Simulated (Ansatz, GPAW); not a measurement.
# Cutoff, mesh and smearing for a 10-layer slab of Ca(110), part 2 of 3

Wanted: a convergence study on the slab a 10-layer slab of Ca(110).

GPAW 26.7.0 and Ansatz 0.2.0; Ansatz plane waves; slab in vacuum with a dipole correction, relaxation (the session's first sound run).

So far, upper work function (eV): step 2 (relaxation) 2.81.

## Step 3: The slab's potential

The work function is the vacuum plateau of the electrostatic potential less the Fermi level; a dipole layer lets the two faces have plateaus of their own.

This step: GPAW, PAW setups; slab in vacuum (GPAW 26.7.0).

Contents of run.py:

```python
import json
import numpy as np
from ase import Atoms
from gpaw import GPAW, PW

slab = Atoms(
    ['Ca', 'Ca', 'Ca', 'Ca', 'Ca', 'Ca', 'Ca', 'Ca', 'Ca', 'Ca'],
    positions=[
        [2.79000, 1.97283, 8.00000],
        [0.00000, 0.00000, 9.97283],
        [2.79000, 1.97283, 11.94566],
        [0.00000, 0.00000, 13.91848],
        [2.79000, 1.97283, 15.89131],
        [-0.00000, 0.00000, 17.81967],
        [2.79000, 1.97283, 19.76109],
        [-0.00000, 0.00000, 21.72631],
        [2.79000, 1.97283, 23.63047],
        [-0.00000, 0.00000, 25.50620]],
    cell=[[5.58, 0.0, 0.0], [0.0, 3.94566, 0.0], [0.0, 0.0, 33.75545]],
    pbc=[True, True, False])

slab.calc = GPAW(mode=PW(400), xc='PBE', kpts={'size': (6, 8, 1), 'gamma': True},
                 occupations={'name': 'fermi-dirac', 'width': 0.1}, nbands='140%',
                 convergence={'density': 1e-05}, maxiter=200,
                 poissonsolver={'dipolelayer': 'xy'},
                 symmetry={'tolerance': 1e-3}, txt='slab.txt')
result = {}
energy = slab.get_potential_energy()
fermi = slab.calc.get_fermi_level()
v = slab.calc.get_electrostatic_potential().mean((0, 1)) - fermi
n = slab.calc.get_pseudo_density().mean((0, 1))
L = slab.cell[2, 2]
z = np.arange(len(v)) * L / len(v)
low, high = slab.positions[:, 2].min(), slab.positions[:, 2].max()
below, above = np.interp([low - 5.8, high + 5.8], z, v)
slopes = [np.interp(x, z, np.gradient(v, z)) for x in (low - 5.8, high + 5.8)]
eps = np.array([[slab.calc.get_eigenvalues(k, s) for k in range(len(slab.calc.get_ibz_k_points()))]
                for s in range(slab.calc.get_number_of_spins())]) - fermi
top, bottom = eps[eps < 0].max(), eps[eps > 0].min()
dipole = slab.get_dipole_moment()[2]
print(f'energy {energy:.4f} eV, Fermi level {fermi:.4f} eV, dipole {dipole:.5f} e A')
print(f'potential 5.8 A off the faces, from the Fermi level: lower {below:.4f} eV, upper {above:.4f} eV')
print(f'slope of the potential there: lower {slopes[0]:.5f}, upper {slopes[1]:.5f} eV/A')
print(f'nearest levels on the mesh: {top:.4f} and {bottom:.4f} eV')
print('magnetic moment', round(slab.get_magnetic_moment(), 3))
result.update(energy=energy, fermi=fermi, dipole=dipole, below=below, above=above, slopes=slopes, edges=[top, bottom],
              z=z.tolist(), v=v.tolist(), n=n.tolist(), positions=slab.positions.tolist(),
              forces=slab.get_forces(apply_constraint=False).tolist(), moments=slab.get_magnetic_moments().tolist())
json.dump(result, open('result.json', 'w'))
```

Started as:

```sh
$ OMP_NUM_THREADS=1 OPENBLAS_NUM_THREADS=1 python run.py
```

Output:

```text
energy -18.6415 eV, Fermi level 0.7605 eV, dipole -0.00069 e A
potential 5.8 A off the faces, from the Fermi level: lower 2.8102 eV, upper 2.8157 eV
slope of the potential there: lower -0.00073, upper 0.00071 eV/A
nearest levels on the mesh: -0.0147 and 0.0017 eV
magnetic moment 0.0
```

Run time: 27 min. Hardware: 1 thread of Arm Neoverse V1, shared host; peak memory 0.67 GiB.

Numbers from this step:

```
dipole along the normal                    : -6.85e-4 e·Å
levels nearest the Fermi level on the mesh : -0.01472, 0.001658 eV from the Fermi level
upper work function                        : 2.816 eV
lower work function                        : 2.810 eV
```

The electrostatic potential energy of an electron (without an applied field's), less the Fermi level, planar mean oscillates, so the rows of the table below give means over windows of 1.95 Å about each position, cut where the curve ends. Its maxima inside the range that stand out by 2 % of the span (Å: eV): 9.0: -0.997, 10.9: -0.907, 13.0: -0.880, 14.9: -0.868, 16.9: -1.02, 18.8: -0.979, 20.8: -0.887, 22.8: -1.16, 24.6: -1.36. Its minima: 8.0: -6.48, 10.0: -6.13, 11.9: -6.23, 13.9: -6.24, 15.9: -6.23, 17.8: -6.27, 19.7: -6.23, 21.7: -6.27, 23.6: -6.25, 25.5: -6.51.

Electrostatic potential energy of an electron (without an applied field's), less the Fermi level, planar mean against z; means over each step:

```
z (Å)  electrostatic potential energy of an electron (without an applied field's), less the Fermi level, planar mean (eV)
 0.97                                                                                                                2.81
 2.92                                                                                                                2.81
 4.87                                                                                                                2.71
 6.82                                                                                                               0.229
 8.77                                                                                                               -3.31
10.72                                                                                                               -3.13
12.67                                                                                                               -3.17
14.62                                                                                                               -3.16
16.57                                                                                                               -3.31
18.52                                                                                                               -3.26
20.47                                                                                                               -3.19
22.42                                                                                                               -3.38
24.38                                                                                                               -3.63
26.32                                                                                                               -1.33
28.27                                                                                                                2.64
30.22                                                                                                                2.81
32.17                                                                                                                2.82
```

The pseudo valence density, planar mean oscillates, so the rows of the table below give means over windows of 1.9 Å about each position, cut where the curve ends. Its maxima inside the range that stand out by 2 % of the span (Å: e/Å³): 8.0: 0.439, 9.9: 0.443, 12.0: 0.436, 13.9: 0.448, 15.8: 0.439, 17.7: 0.431, 19.8: 0.439, 21.7: 0.449, 23.6: 0.452, 25.5: 0.439. Its minima: 9.1: 0.0847, 11.0: 0.0799, 12.9: 0.0819, 15.0: 0.0827, 16.9: 0.0856, 18.8: 0.0838, 20.7: 0.0835, 22.6: 0.0938, 24.5: 0.0983.

Pseudo valence density, planar mean against z; means over each step:

```csv
z (Å),"pseudo valence density, planar mean (e/Å³)"
2.85,4.3e-5
4.75,0.00131
6.65,0.0452
8.55,0.226
10.45,0.232
12.35,0.233
14.25,0.234
16.15,0.237
18.05,0.237
19.95,0.236
21.85,0.238
23.75,0.241
25.65,0.222
27.55,0.00877
29.45,3.9e-4
31.35,1.2e-5
```

Force by atom:

```csv
atom,x (eV/Å),y (eV/Å),z (eV/Å),size
Ca1,0.000,0.000,0.117,0.117
Ca2,0.000,0.000,0.010,0.010
Ca3,0.000,0.000,-0.071,0.071
Ca4,0.000,0.000,-0.019,0.019
Ca5,0.000,0.000,-0.055,0.055
Ca6,0.000,0.000,0.006,0.006
Ca7,0.000,0.000,0.006,0.006
Ca8,0.000,0.000,-0.017,0.017
Ca9,0.000,0.000,0.002,0.002
Ca10,0.000,0.000,0.021,0.021
```

The potential is flat to 7.3e-4 eV/Å where it is read, so the vacuum is wide enough. The geometry is the other program's minimum; here the largest force on a free atom is 0.021 eV/Å.

## Step 4: Cutoff 200

The cutoff limits how sharply the smooth valence waves can vary, which tells mostly near the atoms.

Changes to run.py since step 3:

```diff
@@ -21,3 +21,3 @@
 
-slab.calc = GPAW(mode=PW(400), xc='PBE', kpts={'size': (6, 8, 1), 'gamma': True},
+slab.calc = GPAW(mode=PW(200), xc='PBE', kpts={'size': (6, 8, 1), 'gamma': True},
                  occupations={'name': 'fermi-dirac', 'width': 0.1}, nbands='140%',
```

Output:

```text
energy -12.4104 eV, Fermi level 0.8065 eV, dipole -0.00044 e A
potential 5.8 A off the faces, from the Fermi level: lower 2.8354 eV, upper 2.8387 eV
slope of the potential there: lower -0.00090, upper 0.00089 eV/A
nearest levels on the mesh: -0.0110 and 0.0187 eV
magnetic moment 0.0
```

Elapsed: 7.1 min, on 1 thread; peak memory 0.31 GiB.

The run finished. A setting was moved off its sound value on purpose, so it serves as a test and not as the result.

The fault put into the input: a cutoff under that of the base run: the energy of the cell lies 6.2 eV from the base value (ecut = 200).

Side by side:

| quantity | this run | sound run | difference |
| --- | --- | --- | --- |
| upper work function (eV) | 2.8387 | 2.8157 | 0.0230 |
| lower work function (eV) | 2.8354 | 2.8102 | 0.0251 |

## Step 5: Cutoff 300

The cutoff limits how sharply the smooth valence waves can vary, which tells mostly near the atoms.

Changes to run.py since step 4:

```diff
@@ -21,3 +21,3 @@
 
-slab.calc = GPAW(mode=PW(200), xc='PBE', kpts={'size': (6, 8, 1), 'gamma': True},
+slab.calc = GPAW(mode=PW(300), xc='PBE', kpts={'size': (6, 8, 1), 'gamma': True},
                  occupations={'name': 'fermi-dirac', 'width': 0.1}, nbands='140%',
```

Output:

```text
energy -16.8239 eV, Fermi level 0.7641 eV, dipole -0.00011 e A
potential 5.8 A off the faces, from the Fermi level: lower 2.8120 eV, upper 2.8186 eV
slope of the potential there: lower -0.00057, upper 0.00099 eV/A
nearest levels on the mesh: -0.0144 and 0.0024 eV
magnetic moment 0.0
```

The job ended after 9.4 min (1 thread; peak memory 0.47 GiB).

The run finished. A setting was moved off its sound value on purpose, so it serves as a test and not as the result.

The fault put into the input: a cutoff under that of the base run: the energy of the cell lies 1.8 eV from the base value (ecut = 300).

The two runs compared:

```
                quantity  this run  sound run  difference
upper work function (eV)    2.8186     2.8157     0.00283
lower work function (eV)    2.8120     2.8102     0.00174
```

## Step 6: Cutoff 700: ecut = 700

The cutoff limits how sharply the smooth valence waves can vary, which tells mostly near the atoms.

Changes to run.py since step 5:

```diff
@@ -21,3 +21,3 @@
 
-slab.calc = GPAW(mode=PW(300), xc='PBE', kpts={'size': (6, 8, 1), 'gamma': True},
+slab.calc = GPAW(mode=PW(700), xc='PBE', kpts={'size': (6, 8, 1), 'gamma': True},
                  occupations={'name': 'fermi-dirac', 'width': 0.1}, nbands='140%',
```

Output:

```text
energy -18.9307 eV, Fermi level 0.7608 eV, dipole -0.00064 e A
potential 5.8 A off the faces, from the Fermi level: lower 2.8108 eV, upper 2.8163 eV
slope of the potential there: lower -0.00070, upper 0.00070 eV/A
nearest levels on the mesh: -0.0149 and 0.0015 eV
magnetic moment 0.0
```

Wall time 36 min (1 thread); peak memory 1.4 GiB.

Numbers from this step:

```
dipole along the normal                    : -6.41e-4 e·Å
levels nearest the Fermi level on the mesh : -0.01489, 0.001486 eV from the Fermi level
lower work function                        : 2.811 eV
```

The electrostatic potential energy of an electron (without an applied field's), less the Fermi level, planar mean oscillates, so the rows of the table below give means over windows of 1.93 Å about each position, cut where the curve ends. Its maxima inside the range that stand out by 2 % of the span (Å: eV): 9.0: -0.985, 10.9: -0.853, 12.9: -0.869, 14.9: -0.872, 16.9: -1.02, 18.8: -0.980, 20.7: -0.878, 22.7: -1.08, 24.5: -1.36. Its minima: 8.0: -6.42, 10.0: -6.07, 12.0: -6.23, 14.0: -6.14, 15.9: -6.25, 17.8: -6.20, 19.7: -6.15, 21.7: -6.25, 23.6: -6.25, 25.5: -6.53.

Table of electrostatic potential energy of an electron (without an applied field's), less the Fermi level, planar mean by z; means over each step:

```
z (Å)  electrostatic potential energy of an electron (without an applied field's), less the Fermi level, planar mean (eV)
 0.96                                                                                                                2.81
 2.90                                                                                                                2.81
 4.83                                                                                                                2.72
 6.76                                                                                                               0.507
 8.69                                                                                                               -3.31
10.62                                                                                                               -3.12
12.55                                                                                                               -3.17
14.48                                                                                                               -3.17
16.41                                                                                                               -3.29
18.34                                                                                                               -3.27
20.27                                                                                                               -3.21
22.20                                                                                                               -3.34
24.13                                                                                                               -3.49
26.06                                                                                                               -2.31
27.99                                                                                                                2.53
29.92                                                                                                                2.81
31.85                                                                                                                2.82
```

The pseudo valence density, planar mean oscillates, so the rows of the table below give means over windows of 1.93 Å about each position, cut where the curve ends. Its maxima inside the range that stand out by 2 % of the span (Å: e/Å³): 8.0: 0.437, 10.0: 0.449, 11.9: 0.443, 14.0: 0.440, 15.9: 0.448, 17.8: 0.448, 19.8: 0.448, 21.7: 0.447, 23.6: 0.452, 25.6: 0.435. Its minima: 9.0: 0.0810, 10.9: 0.0803, 12.9: 0.0825, 14.9: 0.0811, 16.9: 0.0856, 18.8: 0.0838, 20.7: 0.0813, 22.7: 0.0883, 24.6: 0.0925.

The pseudo valence density, planar mean by z; means over each step:

```
z (Å)  pseudo valence density, planar mean (e/Å³)
 0.96                                      1.2e-6
 2.90                                      4.7e-5
 4.83                                     0.00150
 6.76                                      0.0610
 8.69                                       0.225
10.62                                       0.229
12.55                                       0.230
14.48                                       0.230
16.41                                       0.235
18.34                                       0.234
20.27                                       0.232
22.20                                       0.237
24.13                                       0.242
26.06                                       0.191
27.99                                     0.00448
29.92                                      1.7e-4
31.85                                      4.5e-6
```

Force by atom:

```csv
atom,x (eV/Å),y (eV/Å),z (eV/Å),size
Ca1,0.000,0.000,0.116,0.116
Ca2,0.000,0.000,0.011,0.011
Ca3,0.000,0.000,-0.072,0.072
Ca4,0.000,0.000,-0.019,0.019
Ca5,0.000,0.000,-0.055,0.055
Ca6,0.000,0.000,0.006,0.006
Ca7,0.000,0.000,0.005,0.005
Ca8,0.000,0.000,-0.017,0.017
Ca9,0.000,0.000,0.002,0.002
Ca10,0.000,0.000,0.021,0.021
```

The upper face's work function is 2.816 eV, against 2.816 eV in the first plane-wave PBE run at this geometry.

## Step 7: K mesh 2×3

The mesh in the plane samples the bands: a metal's Fermi level needs it dense, and band edges must lie on it.

Changes to run.py since step 6:

```diff
@@ -21,3 +21,3 @@
 
-slab.calc = GPAW(mode=PW(700), xc='PBE', kpts={'size': (6, 8, 1), 'gamma': True},
+slab.calc = GPAW(mode=PW(400), xc='PBE', kpts={'size': (2, 3, 1), 'gamma': True},
                  occupations={'name': 'fermi-dirac', 'width': 0.1}, nbands='140%',
```

Output:

```text
energy -18.7945 eV, Fermi level 0.7907 eV, dipole -0.00117 e A
potential 5.8 A off the faces, from the Fermi level: lower 2.8359 eV, upper 2.8454 eV
slope of the potential there: lower -0.00071, upper 0.00069 eV/A
nearest levels on the mesh: -0.0422 and 0.1107 eV
magnetic moment 0.0
```

Run time: 3.8 min. Hardware: 1 thread; peak memory 0.38 GiB.

The run finished with changed settings (kpts = [2, 3]); it serves as a test.

The two runs compared:

```
                quantity  this run  sound run  difference
upper work function (eV)    2.8454     2.8157      0.0297
lower work function (eV)    2.8359     2.8102      0.0256
```

## Step 8: K mesh 4×5

The mesh in the plane samples the bands: a metal's Fermi level needs it dense, and band edges must lie on it.

Changes to run.py since step 7:

```diff
@@ -21,3 +21,3 @@
 
-slab.calc = GPAW(mode=PW(400), xc='PBE', kpts={'size': (2, 3, 1), 'gamma': True},
+slab.calc = GPAW(mode=PW(400), xc='PBE', kpts={'size': (4, 5, 1), 'gamma': True},
                  occupations={'name': 'fermi-dirac', 'width': 0.1}, nbands='140%',
```

Output:

```text
energy -18.6265 eV, Fermi level 0.7544 eV, dipole -0.00067 e A
potential 5.8 A off the faces, from the Fermi level: lower 2.8155 eV, upper 2.8209 eV
slope of the potential there: lower -0.00074, upper 0.00071 eV/A
nearest levels on the mesh: -0.0134 and 0.0499 eV
magnetic moment 0.0
```

Wall time 7.5 min (1 thread); peak memory 0.47 GiB.

The run finished with changed settings (kpts = [4, 5]); it serves as a test.

The two runs compared:

```csv
quantity,this run,sound run,difference
upper work function (eV),2.8209,2.8157,0.00518
lower work function (eV),2.8155,2.8102,0.00532
```

## Step 9: K mesh 9×12: kpts = [9, 12]

The mesh in the plane samples the bands: a metal's Fermi level needs it dense, and band edges must lie on it.

Changes to run.py since step 8:

```diff
@@ -21,3 +21,3 @@
 
-slab.calc = GPAW(mode=PW(400), xc='PBE', kpts={'size': (4, 5, 1), 'gamma': True},
+slab.calc = GPAW(mode=PW(400), xc='PBE', kpts={'size': (9, 12, 1), 'gamma': True},
                  occupations={'name': 'fermi-dirac', 'width': 0.1}, nbands='140%',
```

Output:

```text
energy -18.6387 eV, Fermi level 0.7611 eV, dipole -0.00066 e A
potential 5.8 A off the faces, from the Fermi level: lower 2.8090 eV, upper 2.8143 eV
slope of the potential there: lower -0.00073, upper 0.00071 eV/A
nearest levels on the mesh: -0.0041 and 0.0055 eV
magnetic moment 0.0
```

Elapsed: 27 min, on 1 thread; peak memory 0.95 GiB.

This step gave:

- dipole along the normal: -6.60e-4 e·Å
- levels nearest the Fermi level on the mesh: -0.004050, 0.005532 eV from the Fermi level
- upper work function: 2.814 eV
- lower work function: 2.809 eV

The electrostatic potential energy of an electron (without an applied field's), less the Fermi level, planar mean oscillates, so the rows of the table below give means over windows of 1.95 Å about each position, cut where the curve ends. Its maxima inside the range that stand out by 2 % of the span (Å: eV): 9.0: -0.996, 10.9: -0.911, 13.0: -0.880, 14.9: -0.865, 16.9: -1.02, 18.8: -0.976, 20.8: -0.886, 22.8: -1.17, 24.6: -1.36. Its minima: 8.0: -6.48, 10.0: -6.14, 11.9: -6.24, 13.9: -6.24, 15.9: -6.23, 17.8: -6.27, 19.7: -6.22, 21.7: -6.27, 23.6: -6.25, 25.5: -6.51.

The electrostatic potential energy of an electron (without an applied field's), less the Fermi level, planar mean by z; means over each step:

z (Å), electrostatic potential energy of an electron (without an applied field's), less the Fermi level, planar mean (eV) and a bar from the least value:
```
     0.97       2.81 ##############################
     2.92       2.81 ##############################
     4.87       2.71 ##############################
     6.82       0.23 ##################
     8.77      -3.31 #
    10.72      -3.13 ##
    12.67      -3.17 ##
    14.62      -3.16 ##
    16.57      -3.31 #
    18.52      -3.26 ##
    20.47      -3.19 ##
    22.42      -3.39 #
    24.38      -3.63 
    26.32      -1.33 ###########
    28.27       2.64 #############################
    30.22       2.81 ##############################
    32.17       2.81 ##############################
```

The upper face's work function is 2.814 eV, against 2.816 eV in the first plane-wave PBE run at this geometry.

(Part 2 of 3 ends here.)

[Logs are printed without paths, hosts, clocks, repeated set-up lines and the standing remarks that a program may print on its own settings, such as how far it seeks lower states.]

[Hosts, paths, dates, database ids (printed as entryN), source tags and the programs' standing remarks are cut or masked in the printed files.]
